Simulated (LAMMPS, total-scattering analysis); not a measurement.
## Heating zinc-blende solid solution (Cd0.62,Hg0.38)Se: displacement factors, expansion and melting

The crystal is built from its structure type, relaxed with the potential and heated at zero pressure by classical molecular dynamics (LAMMPS) with the Stillinger-Weber II-VI potential (Zhou et al., Phys. Rev. B 88, 085309 (2013)); 512 atoms (Cd 31.2, Hg 18.8, Se 50.0 atom %). Uiso is the variance of an atom's position about its mean, per direction. The dynamics are classical, so there is no zero-point motion. Distances and their variances come from the pair functions; G(r) = 4πrρ₀[g(r) − 1], where it appears, has X-ray or neutron weights and the resolution of a Lorch transform up to 20 Å⁻¹. All values are simulated. The potential was fitted to tetrahedral crystals; it favours four neighbours in the liquid and keeps the solid to temperatures at which the real compounds have long melted or sublimed.

A short relaxation of cell and atoms comes first; the barostat, one for each edge, then takes the cell to the potential's own size.

cell.lmp:

```
zinc-blende solid solution (Cd0.62,Hg0.38)Se

512 atoms
3 atom types

0 24.32000 xlo xhi
0 24.32000 ylo yhi
0 24.32000 zlo zhi

Masses

1 112.4140  # Cd
2 200.5920  # Hg
3 78.9710  # Se

Atoms # atomic

1 1 0.00000 0.00000 0.00000
2 1 0.00000 3.04000 3.04000
3 1 3.04000 0.00000 3.04000
4 1 3.04000 3.04000 0.00000
5 1 0.00000 0.00000 6.08000
6 1 0.00000 3.04000 9.12000
7 1 3.04000 3.04000 6.08000
8 1 0.00000 0.00000 12.16000
9 1 0.00000 3.04000 15.20000
10 1 3.04000 0.00000 15.20000
11 1 3.04000 3.04000 12.16000
12 1 0.00000 0.00000 18.24000
13 1 3.04000 0.00000 21.28000
14 1 3.04000 3.04000 18.24000
15 1 0.00000 6.08000 0.00000
16 1 0.00000 9.12000 3.04000
17 1 3.04000 6.08000 3.04000
18 1 0.00000 6.08000 6.08000
19 1 0.00000 9.12000 9.12000
20 1 3.04000 9.12000 6.08000
21 1 0.00000 6.08000 12.16000
22 1 3.04000 6.08000 15.20000
23 1 3.04000 9.12000 12.16000
24 1 0.00000 9.12000 21.28000
25 1 3.04000 6.08000 21.28000
26 1 3.04000 9.12000 18.24000
27 1 3.04000 15.20000 0.00000
28 1 0.00000 15.20000 9.12000
29 1 3.04000 15.20000 6.08000
30 1 0.00000 15.20000 15.20000
31 1 3.04000 12.16000 15.20000
32 1 3.04000 15.20000 12.16000
33 1 0.00000 12.16000 18.24000
34 1 0.00000 15.20000 21.28000
35 1 0.00000 18.24000 0.00000
36 1 0.00000 21.28000 3.04000
37 1 3.04000 18.24000 3.04000
38 1 0.00000 18.24000 6.08000
39 1 0.00000 21.28000 9.12000
40 1 3.04000 21.28000 6.08000
41 1 0.00000 21.28000 15.20000
42 1 3.04000 18.24000 15.20000
43 1 3.04000 21.28000 12.16000
[... further atoms left out ...]
```

The input, in.lmp:

```
# heating of zinc-blende solid solution (Cd0.62,Hg0.38)Se
units metal
atom_style atomic
boundary p p p
read_data cell.lmp
replicate 1 1 1
pair_style sw
pair_coeff * * CdTeZnSeHgS0.sw Cd Hg Se
neigh_modify delay 0 every 1 check yes
thermo_style custom step time temp pe press density lx ly lz
thermo_modify norm yes
timestep 0.002
thermo 100
fix br all box/relax aniso 0.0
minimize 1e-8 1e-6 500 5000
unfix br
reset_timestep 0
velocity all create 200 2255 mom yes dist gaussian
thermo 750
fix md all npt temp 100 100 0.2 aniso 0 0 2
run 1500 post no
unfix md
print "== production at 100 K"
dump d all custom 100 s0.traj id type xu yu zu
dump_modify d sort id format float %.3f
thermo 62
fix md all npt temp 100 100 0.2 aniso 0 0 2
run 2500 post no
unfix md
undump d
[... 4 more blocks of the same form, at 300 K, 520 K, 750 K and 1200 K ...]
thermo 500
fix md all npt temp 1200 2060 0.2 aniso 0 0 2
run 1000 post no
unfix md
thermo 750
fix md all npt temp 2060 2060 0.2 aniso 0 0 2
run 1500 post no
unfix md
print "== production at 2060 K"
dump d all custom 100 s5.traj id type xu yu zu
dump_modify d sort id format float %.3f
thermo 62
fix md all npt temp 2060 2060 0.2 aniso 0 0 2
run 2500 post no
unfix md
undump d
```

```console
$ lmp -in in.lmp -log none -nocite
```

```text
[a thinned log: between the lines shown up to 5 are left out unmarked, longer gaps are marked]
LAMMPS (22 Jul 2025 - Update 4)
Reading data file ...
  orthogonal box = (0 0 0) to (24.32 24.32 24.32)
  512 atoms
  orthogonal box = (0 0 0) to (24.32 24.32 24.32)
  512 atoms
WARNING: Energy due to 3 extra global DOFs will be included in minimizer energies
   Step          Time           Temp          PotEng         Press         Density           Lx             Ly             Lz
         0   0              0             -2.2279846     -4474.1945      6.6331728      24.32          24.32          24.32
       100   0.2            0             -2.2284863     -33.676562      6.6898026      24.251402      24.249289      24.252854
       168   0.336          0             -2.2285326      6.6983727      6.6901824      24.250414      24.251312      24.250442
Loop time of 0.194078 s on 1 MPI rank(s) for 168 steps with 512 atoms
Minimization stats:
  Stopping criterion = energy tolerance
  Energy initial, next-to-last, final =
[... 8 lines left out ...]
== production at 100 K (one thermo line in eight is kept)
      2976   5.952          95.454938     -2.215309       225.10413      6.6790919      24.264008      24.2743        24.25411
[... 14 lines left out ...]
== production at 300 K (one thermo line in eight is kept)
[... 19 lines left out ...]
== production at 520 K (one thermo line in eight is kept)
[... 6 lines left out ...]
     13950   27.9           564.70302     -2.1643939     -129.55827      6.6197344      24.316685      24.293511      24.399267
[... 11 lines left out ...]
== production at 750 K (one thermo line in eight is kept)
     16500   33             745.81477     -2.1222827     -1928.9185      6.5693848      24.458519      24.225533      24.512286
[... 13 lines left out ...]
     20250   40.5           1235.8303     -2.0576833      203.1523       6.5326955      24.476333      24.38638       24.469546
== production at 1200 K (one thermo line in eight is kept)
[... 9 lines left out ...]
     24000   48             1126.4437     -2.0635714      3683.3849      6.5884033      24.357676      24.30668       24.460782
[... 7 lines left out ...]
     26500   53             2077.0571     -1.898493      -7298.9503      6.2909836      24.624332      24.563144      25.075238
Loop time of 0.756251 s on 1 MPI rank(s) for 1500 steps with 512 atoms
== production at 2060 K (one thermo line in eight is kept)
   Step          Time           Temp          PotEng         Press         Density           Lx             Ly             Lz
     26500   53             2077.0571     -1.898493      -7298.9503      6.2909836      24.624332      24.563144      25.075238
     26970   53.94          2075.4086     -1.8823193     -3435.5641      6.2908638      24.931497      24.794273      24.535901
     27466   54.932         1946.2059     -1.8492997      4333.8874      6.3709897      24.778142      24.592908      24.576865
     27962   55.924         2033.3201     -1.8691821      1933.2187      6.3365115      24.334998      24.736661      25.01436
     28458   56.916         2057.4475     -1.8450359     -308.59007      6.2864052      24.998813      24.884342      24.398555
     28954   57.908         1934.829      -1.8560848      1337.476       6.3368358      24.880404      24.664217      24.536624
Loop time of 1.26856 s on 1 MPI rank(s) for 2500 steps with 512 atoms
```

Time and hardware: 16 s on 1 thread of Intel(R) Xeon(R) 6975P-C (Granite Rapids), on a shared host, peak memory 0.11 GiB.

```csv
T (K),state,cell edges (Å),Uiso Cd (Å²),Uiso Hg (Å²),Uiso Se (Å²),Cd–Se mean (Å),its variance (Å²),density (g/cm³)
100,crystalline,6.067,0.0023,0.0029,0.0025,2.624,0.0012,6.676
300,crystalline,6.075,0.0072,0.0087,0.0076,2.630,0.0036,6.650
520,crystalline,6.084,0.0127,0.0158,0.0139,2.638,0.0064,6.621
750,crystalline,6.093,0.0190,0.0238,0.0210,2.644,0.0093,6.591
1200,crystalline,6.110,0.0341,0.0444,0.0384,2.661,0.0159,6.535
2060,crystalline,6.176,0.0822,0.1609,0.1208,2.709,0.0324,6.330
```

In the harmonic range U = 3ħ²T/(M k θ²), a line through the origin. The rows at 100 and 300 K give, as effective values by element: Cd 2.40×10⁻⁵ Å²/K, θ = 232 K; Hg 2.91×10⁻⁵ Å²/K, θ = 158 K; Se 2.52×10⁻⁵ Å²/K, θ = 271 K. At 300 K the first Cd–Se peak has variance 0.0036 Å², against 0.0148 Å² for independent atoms: neighbours move together (and where motion is anisotropic, less along the bond than Uiso suggests), which is what the δ₁ term models in PDF fits at high temperature. In a solid solution the peak also holds static size disorder, which Uiso about each atom's own mean leaves out. The mean volume expansion between 100 and 2060 K is 28×10⁻⁶ K⁻¹. At 2060 K, B = 8π²U = 12.70 Å² for Hg, which damps this element's own term in Bragg intensity at Q = 6 Å⁻¹ to 0 %, and √(3U) is 0.26 of its nearest peak distance (Hg–Se, 2.65 Å). It is still a crystal at the highest temperature; were that near melting it would prove little, since a surface-free periodic cell held so briefly superheats.

[Logs are printed without paths, hosts, clocks, repeated set-up lines and the standing remarks that a program may print on its own settings, such as how far it seeks lower states.]
